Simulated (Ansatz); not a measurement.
**Quasi-harmonic thermodynamics of AgC (hypothetical, P4/mmm)**

Wanted: α(T), C_P(T) and B(T) of AgC (hypothetical) in the quasi-harmonic approximation. The crystal structure is hypothetical: it was made by swapping elements on a known structure type.

Method: DFT PBEsol, scalar-relativistic, plane waves, PAW, in Ansatz 0.2.0.

## 1. The starting structure

It takes space group P4mm (No. 99, tetragonal). The conventional cell has a = 3.414 Å, b = 3.414 Å, c = 3.235 Å, α = 90.00°, β = 90.00°, γ = 90.00°. Nearest to Ag lie 4 C at 2.42 Å. C has 4 Ag at 2.42 Å nearest. Farther neighbours are not listed.

## 2. A first coarse run

A cheap single point shows whether the cell is a metal or an insulator and how far it is from rest; that sets the k-mesh and the occupations of what follows.

Input file input.yaml:

```yaml
crystal:
  lattice:
    - [3.41423, 0.0, 0.0]
    - [0.0, 3.41423, 0.0]
    - [0.0, 0.0, 3.23463]
  atoms:
    - { symbol: Ag, position: [0.0, 0.0, 0.127415] }
    - { symbol: C, position: [0.5, 0.5, 0.162585] }
kpoints:
  mp_grid: { grid: [6, 6, 6] }
hamiltonian:
  xc: pbesol
scf:
  occupations: { method: gaussian, width: 0.1 }
output:
  forces: true
  stress: true
  eigenvalues: true
```

Run with:

```sh
$ ansatz run input.yaml --threads 4 --pin off --max-ram 8192MiB --backend cpu --events-out ev --progress --plain --runs-dir out
```

Numbers of over 12 decimals in the logs are rounded to 6 here.

Log:

```text
Engine: ansatz 0.2.0, aarch64-unknown-linux-gnu
Pseudopotentials: kind: paw
Pseudopotential: Ag, paw, valence charge 19, recommended cutoff 420 eV (normal), Ag.paw.azcp
Pseudopotential: C, paw, valence charge 4, recommended cutoff 420 eV (normal), C.paw.azcp
Functional definition: PBEsol
  exchange = pbesol_x
  correlation = pbesol_c
Crystal: 2 atoms, lattice volume = 37.706 Å³
Basis set: ecut = 420 eV, 727 PW (Γ), exchange–correlation on 48×48×48 points (8 copies of the dense FFT grid, shifted against one another)
Bands: 16, of which v1, the nominal top of the filled ones, is band 12 counted from 1 (11 counted from 0)
Symmetry: 8 space group operations
Space group: P4mm (ITA 99), of the structure as read, at distance tolerance 3.4e-5 Å
k-points: 40 of 216 (time reversal used)
Non-local potential: Ag, projectors of the file, l = 0: 3, l = 1: 2, l = 2: 2, l = 3: 1
Non-local potential: C, projectors of the file, l = 0: 2, l = 1: 2, l = 2: 1
PAW form: soft (Blöchl's): semilocal exchange-correlation on the pseudo side does not see the compensation charge
PAW frozen core: Ag, regenerated for the run's functional, and the local potential with it (the file was generated under x = pbe(κ = 0.804, μ = 0.219515), c = pbe(β = 0.066725))
PAW frozen core: C, regenerated for the run's functional, and the local potential with it (the file was generated under x = pbe(κ = 0.804, μ = 0.219515), c = pbe(β = 0.066725))
PAW one-centre angular grid: Ag, 590 points (default); XC on 64 Gauss nodes
PAW one-centre angular grid: C, 110 points (default); XC on 64 Gauss nodes
Initial density: superposition of atomic densities (neutral atoms: chi_scale 0, normalization atom), corrected by the library's trained network
Initial wavefunctions: pseudopotential atomic-orbital guess
Functional: x = pbesol(κ = 0.804, μ = 0.123457), c = pbesol(β = 0.046)
SCF iter   1: F=—  HF=-7763.425832 eV  |F-HF|=—  |Δ(HF+E_count)|=         —  Δρ=1.21e-2  dr2=6.54e-2  ethr=1.77e-3  ⟨swp⟩=5.0  Hψ=2823  notcnv=0
preconditioner: auto → LDOS  [metal: Δε(μ)=0.031 eV  Ē_g=9.687 eV  σ=0.100 eV  W_gap=0.17  n_scr=6 (ndim 8)  ℏωp=23.4 eV  f_vac=0.013  D(μ)=2.03/eV (n_scr^D=18)  β→1.0]
SCF iter   2: F=—  HF=-7763.412475 eV  |F-HF|=—  |Δ(HF+E_count)|=   1.34e-2  Δρ=7.99e-3  dr2=2.37e-2  ethr=2.84e-4  ⟨swp⟩=3.0  Hψ=1438  notcnv=0  defer=7
preconditioner: auto → none  [metal: Δε(μ)=0.039 eV  Ē_g=9.711 eV  σ=0.100 eV  W_gap=0.22  n_scr=6 (ndim 8)  ℏωp=23.4 eV  f_vac=0.010  D(μ)=2.08/eV (n_scr^D=18)  β→0.5]
SCF iter   3: F=—  HF=-7763.428191 eV  |F-HF|=—  |Δ(HF+E_count)|=   1.57e-2  Δρ=1.45e-2  dr2=1.08e-1  ethr=1.03e-4  ⟨swp⟩=2.0  Hψ=1224  notcnv=0  defer=7  recentre
SCF iter   4: F=—  HF=-7763.408242 eV  |F-HF|=—  |Δ(HF+E_count)|=   1.99e-2  Δρ=1.52e-3  dr2=5.39e-4  ethr=1.03e-4  ⟨swp⟩=2.2  Hψ=1390  notcnv=0  defer=4
SCF iter   5: F=—  HF=-7763.408292 eV  |F-HF|=—  |Δ(HF+E_count)|=   5.02e-5  Δρ=2.44e-4  dr2=1.59e-5  ethr=2.34e-6  ⟨swp⟩=2.4  Hψ=1071  notcnv=0  defer=4
SCF iter   6: F=—  HF=-7763.408305 eV  |F-HF|=—  |Δ(HF+E_count)|=   1.33e-5  Δρ=5.00e-5  dr2=7.47e-7  ethr=6.89e-8  ⟨swp⟩=2.5  Hψ=904  notcnv=0  defer=4
SCF iter   7: F=-7763.408305 eV  HF=-7763.408305 eV  |F-HF|=5.01e-8  |Δ(HF+E_count)|=   2.57e-7  Δρ=1.10e-5  dr2=5.91e-8  ethr=4.35e-10  ⟨swp⟩=5.7  Hψ=2757  notcnv=0
SCF 1 converged in 7 iterations: F = -7763.408305 eV  dr2 = 5.91e-8
  greatest PAW one-centre occupation: 1.001 electrons in one spin orbital (limit 2), on the Ag atom at site 0 (counted from 0), in its partial waves of l = 0
SCF converged after 7 iterations
Free energy (F): -7763.408305 eV
Harris-Foulkes:  -7763.408305 eV  (|F-HF|=5.01e-8)
Internal energy: -7763.397578 eV  (E = F + TS)
E sigma→0 (E₀):  -7763.402941 eV
Entropy (-TS):   -0.010728 eV (-5.364 meV/atom)
Fermi energy:    7.421245 eV
--- Per-component energies (eV) ---
  E_band       = -401.959721
  E_kinetic    = 596.488401
  E_local      = -3225.269236  (includes V_loc(G=0)·N_el)
  E_nonlocal   = 110.499699
  E_hartree    = 1407.746363
  E_xc         = -224.566582
  E_vxc        = -284.626133  (∫ρ·V_xc dr)
  E_paw        = -3927.426592  (= ΣΔE_a)
  E_vpaw       = -414.533493  (= ΣTr[D̂ρ^β])
  E_aug_tail   = 0.000288  (compensation charges beyond the density's cutoff)
  E_ewald      = -2501.213758
  E_core_change = 0.343840  (= ΣΔE_core)
  E_smearing   = -0.010728  (= −TS)
  E_closure    = -0.000000  (closes the sum)
  Σ components = -7763.408305   (vs F -7763.408305, Δ=0.00e0)
--- Forces (eV/Å), atoms counted from 1 ---
  atom   1  Ag    -0.00000000     0.00000000    -0.00154083
  atom   2  C     -0.00000000     0.00000000     0.00156554
  max |Σ_I F_I| component: 2.47e-5 eV/Å
--- Stress (GPa, compression-positive) ---
      -23.707566       0.000000      -0.000000
        0.000000     -23.707566       0.000000
       -0.000000       0.000000     -10.436308
  P = ⅓ Tr σ = -19.2838 GPa (-192.838 kbar)
--- Band table (eV; the first three rows and the last of 40) ---
  k-point 0: bands = [... 8 lower, 4.1933, 4.1933, 7.4436, 7.4436, 8.5217, 10.0565, 18.7146, 18.8195]
  k-point 1: bands = [... 8 lower, 4.0884, 4.0884, 7.5532, 7.5532, 7.5552, 10.5223, 17.9641, 19.0435]
  k-point 2: bands = [... 8 lower, 3.8933, 4.0672, 6.0129, 7.7654, 7.7654, 11.4945, 15.5806, 19.7469]
  k-point 39: bands = [... 8 lower, 4.4791, 5.5621, 5.8911, 5.8911, 6.8953, 13.0243, 13.2772, 16.4288]
```

The job ended after 1.3 s (4 threads of Arm Neoverse V1, shared host; peak memory 0.3 GiB).

Reading the cycles: dr2 is the Hartree energy of the density residual (eV), the measure of convergence; HF is the Harris–Foulkes estimate of the energy, which meets the free energy F at convergence.

This step gave:

```
pressure          : -19.28 GPa
volume per atom   : 18.85 Å³
gap on the k-mesh : 0 eV
```

The start is under -19 GPa at this level and looks like a metal on this mesh.

## 3. A loose first relaxation

The start is far from rest, so a relaxation with loose thresholds first brings it near the minimum.

input.yaml: that of step 2 with these lines changed.

```diff
@@ -18 +18,6 @@
   eigenvalues: true
+relax:
+  adjacent_minimum: "off"
+  f_tol: 0.05
+  max_steps: 80
+  cell: { stress_tol: 0.5 }
```

Log:

```text
[...]
Crystal: 2 atoms, lattice volume = 37.706 Å³
Basis set: ecut = 420 eV, 727 PW (Γ), exchange–correlation on 48×48×48 points (8 copies of the dense FFT grid, shifted against one another)
Bands: 16, of which v1, the nominal top of the filled ones, is band 12 counted from 1 (11 counted from 0)
Symmetry: 8 space group operations
[...]
k-points: 40 of 216 (time reversal used)
[...]
SCF iter   1: F=—  HF=-7763.425832 eV  |F-HF|=—  |Δ(HF+E_count)|=         —  Δρ=1.21e-2  dr2=6.54e-2  ethr=1.77e-3  ⟨swp⟩=5.0  Hψ=2823  notcnv=0
[...]
SCF iter   7: F=-7763.408305 eV  HF=-7763.408305 eV  |F-HF|=5.04e-8  |Δ(HF+E_count)|=   2.57e-7  Δρ=1.10e-5  dr2=5.94e-8  ethr=4.35e-10  ⟨swp⟩=5.7  Hψ=2757  notcnv=0
SCF 1 converged in 7 iterations: F = -7763.408305 eV  dr2 = 5.94e-8
[...]
relax step   1: F+E_penalty+E_count = -7763.40830536 eV  Δ(F+E_penalty+E_count) = +0.000e0 eV  max|allowed force component| = 1.553e-3 eV/Å  Δτ_max = 0.0000 Å  P = -19.284 GPa  Ω = 37.706 Å³  (7 SCF iters, dr2 threshold 1.00e-7 eV, accepted)
Crystal: 2 atoms, lattice volume = 33.045 Å³
Basis set: ecut = 420 eV, 651 PW (Γ), exchange–correlation on 48×48×48 points (8 copies of the dense FFT grid, shifted against one another)
[...]
iter 1 solved again at ethr=1.93e-3 eV; its pass at ethr=3.10e-3 eV (dr2=4.43e-1 eV) is discarded
[...]
SCF iter   6: F=-7763.965799 eV  HF=-7763.965799 eV  |F-HF|=1.03e-8  |Δ(HF+E_count)|=   2.81e-7  Δρ=2.09e-5  dr2=9.70e-8  ethr=8.70e-10  ⟨swp⟩=6.2  Hψ=2856  notcnv=0
SCF 2 converged in 6 iterations: F = -7763.965799 eV  dr2 = 9.70e-8
relax step   2: F+E_penalty+E_count = -7763.96579921 eV  Δ(F+E_penalty+E_count) = -5.575e-1 eV  max|allowed force component| = 3.375e-2 eV/Å  Δτ_max = 0.0083 Å  P = -16.010 GPa  Ω = 33.045 Å³  energy of the carried Pulay correction = +4.294e-3 eV  (6 SCF iters, dr2 threshold 2.00e-7 eV, accepted)
Crystal: 2 atoms, lattice volume = 28.574 Å³
Basis set: ecut = 420 eV, 563 PW (Γ), exchange–correlation on 48×48×48 points (8 copies of the dense FFT grid, shifted against one another)
[...]
SCF iter   7: F=-7764.320265 eV  HF=-7764.320265 eV  |F-HF|=3.45e-10  |Δ(HF+E_count)|=   6.03e-9  Δρ=3.33e-6  dr2=1.73e-9  ethr=8.70e-10  ⟨swp⟩=4.1  Hψ=2080  notcnv=0
SCF 3 converged in 7 iterations: F = -7764.320265 eV  dr2 = 1.73e-9
relax step   3: F+E_penalty+E_count = -7764.32026521 eV  Δ(F+E_penalty+E_count) = -3.545e-1 eV  max|allowed force component| = 8.163e-2 eV/Å  Δτ_max = 0.0116 Å  P = -6.747 GPa  Ω = 28.574 Å³  energy of the carried Pulay correction = +8.939e-3 eV  (7 SCF iters, dr2 threshold 2.00e-7 eV, accepted)
[...]
relax step   4: F+E_penalty+E_count = -7764.39392138 eV  Δ(F+E_penalty+E_count) = -7.366e-2 eV  max|allowed force component| = 5.050e-2 eV/Å  Δτ_max = 0.0109 Å  P = +1.231 GPa  Ω = 26.149 Å³  energy of the carried Pulay correction = +1.156e-2 eV  (6 SCF iters, dr2 threshold 2.00e-7 eV, accepted)
[...]
relax step   5: F+E_penalty+E_count = -7764.43383068 eV  Δ(F+E_penalty+E_count) = -3.991e-2 eV  max|allowed force component| = 4.970e-2 eV/Å  Δτ_max = 0.0087 Å  P = +1.329 GPa  Ω = 25.252 Å³  energy of the carried Pulay correction = +1.239e-2 eV  (6 SCF iters, dr2 threshold 2.00e-7 eV, accepted)
[...]
relax step   6: F+E_penalty+E_count = -7764.44267404 eV  Δ(F+E_penalty+E_count) = -8.843e-3 eV  max|allowed force component| = 4.519e-2 eV/Å  Δτ_max = 0.0181 Å  P = +1.990 GPa  Ω = 24.589 Å³  energy of the carried Pulay correction = +1.297e-2 eV  (6 SCF iters, dr2 threshold 2.00e-7 eV, accepted)
[...]
relax step   7: F+E_penalty+E_count = -7764.45020611 eV  Δ(F+E_penalty+E_count) = -7.532e-3 eV  max|allowed force component| = 8.336e-3 eV/Å  Δτ_max = 0.0292 Å  P = -0.057 GPa  Ω = 25.148 Å³  energy of the carried Pulay correction = +1.240e-2 eV  (6 SCF iters, dr2 threshold 2.00e-7 eV, accepted)
[...]
relax step   8: F+E_penalty+E_count = -7764.45200171 eV  Δ(F+E_penalty+E_count) = -1.796e-3 eV  max|allowed force component| = 2.597e-3 eV/Å  Δτ_max = 0.0074 Å  P = -0.046 GPa  Ω = 24.999 Å³  energy of the carried Pulay correction = +1.252e-2 eV  (6 SCF iters, dr2 threshold 2.00e-7 eV, accepted)
[...]
relax step   9: F+E_penalty+E_count = -7764.45241825 eV  Δ(F+E_penalty+E_count) = -4.165e-4 eV  max|allowed force component| = 1.298e-3 eV/Å  Δτ_max = 0.0012 Å  P = +0.008 GPa  Ω = 25.040 Å³  energy of the carried Pulay correction = +1.249e-2 eV  (6 SCF iters, dr2 threshold 2.00e-7 eV, accepted)
Basis set: ecut = 420 eV, 505 PW (Γ), exchange–correlation on 48×48×36 points (8 copies of the dense FFT grid, shifted against one another)
[...]
SCF iter   6: F=-7764.448484 eV  HF=-7764.448484 eV  |F-HF|=9.09e-13  |Δ(HF+E_count)|=  6.37e-12  Δρ=9.17e-8  dr2=1.20e-12  ethr=1.00e-12  ⟨swp⟩=2.0  Hψ=1748  notcnv=0
SCF 10 converged in 6 iterations: F = -7764.448484 eV  dr2 = 1.20e-12
relax step  10: F+E_penalty+E_count = -7764.44848351 eV  Δ(F+E_penalty+E_count) = +3.935e-3 eV  max|allowed force component| = 1.287e-3 eV/Å  Δτ_max = 0.0000 Å  P = -0.164 GPa  Ω = 25.040 Å³  stress off target by 3.83e-1 GPa  SCF on the basis re-selected at this cell (its energy is not comparable with the rows above)  (6 SCF iters)
basis re-selected at this cell: Δ(F+E_penalty+E_count) = +3.935e-3 eV, ΔP = -0.172 GPa vs the last step (what re-selecting the basis moved, of the pressure what is left beyond the Pulay correction that the steps carried, after the strain that the cell walked since its last selection, with what the two solves' SCF thresholds leave and, on support functions, any second-order correction that the steps lacked; it is no measure of the basis error at this ecutwfc). The dense FFT grid was sized anew with the basis: this SCF ran on 24×24×18 points, the steps before it on 24×24×24, so part of this shift can come from that change (see relax.cell in the input reference). [rest of the remark cut]
SCF converged after 6 iterations
Free energy (F): -7764.448484 eV
[...]
Internal energy: -7764.441341 eV  (E = F + TS)
E sigma→0 (E₀):  -7764.444912 eV
Entropy (-TS):   -0.007142 eV (-3.571 meV/atom)
Fermi energy:    14.331677 eV
[...]
--- Forces (eV/Å), atoms counted from 1 ---
  atom   1  Ag    -0.00000000    -0.00000000     0.00128698
  atom   2  C     -0.00000000    -0.00000000    -0.00128714
  max |Σ_I F_I| component: 1.64e-7 eV/Å
--- Stress (GPa, compression-positive) ---
       -0.054324       0.000000      -0.000000
        0.000000      -0.054324       0.000000
       -0.000000       0.000000      -0.383296
  P = ⅓ Tr σ = -0.1640 GPa (-1.640 kbar)
--- Band table (eV; the first three rows and the last of 40) ---
  k-point 0: bands = [... 8 lower, 10.4395, 10.4395, 13.5829, 13.5829, 17.0629, 18.7778, 26.8632, 29.5363]
  k-point 1: bands = [... 8 lower, 9.9903, 9.9903, 13.9204, 13.9204, 15.3959, 19.0811, 27.0133, 29.9502]
  k-point 2: bands = [... 8 lower, 9.4017, 9.5028, 12.9182, 14.5181, 14.5181, 19.9263, 27.1168, 27.4586]
  k-point 39: bands = [... 8 lower, 11.0522, 12.2097, 12.2238, 12.2238, 13.5087, 20.2476, 24.0775, 24.7349]
--- Relaxed structure (9 steps of the walk, 9 accepted, 1 SCFs on fresh bases) ---
  F+E_penalty+E_count = -7764.44848351 eV   max|allowed force component| = 1.287e-3 eV/Å   (the final SCF, on the basis selected at the relaxed cell)
  cell:  # Å, volume = 25.0395 Å³
    - [3.098659, 0, -1.5481974536283297e-16]
    - [0, 3.098659, 0]
    - [-1.4667570519355181e-16, 0, 2.607825]
  atoms:
    - { symbol: Ag, position: [3.157892819950757e-18, 0, 0.144571] }
    - { symbol: C, position: [0.5, 0.5, 0.145429] }
```

Elapsed: 6.8 s, on 4 threads; peak memory 0.33 GiB.

Step by step:

| step | energy less that of the first step (eV) | largest force component (eV/Å) | pressure (GPa) | volume (Å³) |
| --- | --- | --- | --- | --- |
| 1 | 0.0000 | 0.0016 | -19.28 | 37.71 |
| 2 | -0.5575 | 0.0338 | -16.01 | 33.05 |
| 3 | -0.9120 | 0.0816 | -6.75 | 28.57 |
| 4 | -0.9856 | 0.0505 | 1.23 | 26.15 |
| 5 | -1.0255 | 0.0497 | 1.33 | 25.25 |
| 6 | -1.0344 | 0.0452 | 1.99 | 24.59 |
| 7 | -1.0419 | 0.0083 | -0.06 | 25.15 |
| 8 | -1.0437 | 0.0026 | -0.05 | 25.00 |
| 9 | -1.0441 | 0.0013 | 0.01 | 25.04 |
| 10* | -1.0402 | 0.0013 | -0.16 | 25.04 |

Relaxation steps marked * repeat the geometry before them on a plane-wave basis chosen anew for their cell, so energy and pressure can jump there.

The run keeps the 8 symmetry operations that it works with, so distortions that break them were not tested.

| cell as run | before | after | change |
| --- | --- | --- | --- |
| a (Å) | 3.414 | 3.099 | -9.2 % |
| b (Å) | 3.414 | 3.099 | -9.2 % |
| c (Å) | 3.235 | 2.608 | -19.4 % |
| volume (Å³/atom) | 18.85 | 12.52 | -33.6 % |

The atoms that moved most (Å, as changes of fractional coordinates times the final cell):

| atom | dx | dy | dz | length |
| --- | --- | --- | --- | --- |
| Ag1 | 0.000 | 0.000 | 0.045 | 0.045 |
| C2 | 0.000 | 0.000 | -0.045 | 0.045 |

Final coordinates:

```
Ag C
1.0
     3.09866    0.00000    0.00000
     0.00000    3.09866    0.00000
     0.00000    0.00000    2.60782
Ag C
1 1
Cartesian
  0.0000 0.0000 0.3770
  1.5493 1.5493 0.3793
```

This step gave:

| Item | Value |
| --- | --- |
| pressure | -0.1640 GPa |
| volume per atom | 12.52 Å³ |

The relaxation ends with a largest force component of 0.0013 eV/Å and a pressure of -0.16 GPa.

[end of part 1 of 3]

[Logs are printed without paths, hosts, clocks, repeated set-up lines and the standing remarks that a program may print on its own settings, such as how far it seeks lower states.]

[Hosts, paths, dates, database ids (printed as entryN), source tags and the programs' standing remarks are cut or masked in the printed files.]

[A step with changed settings may run another functional than the one named; its input shows which.]
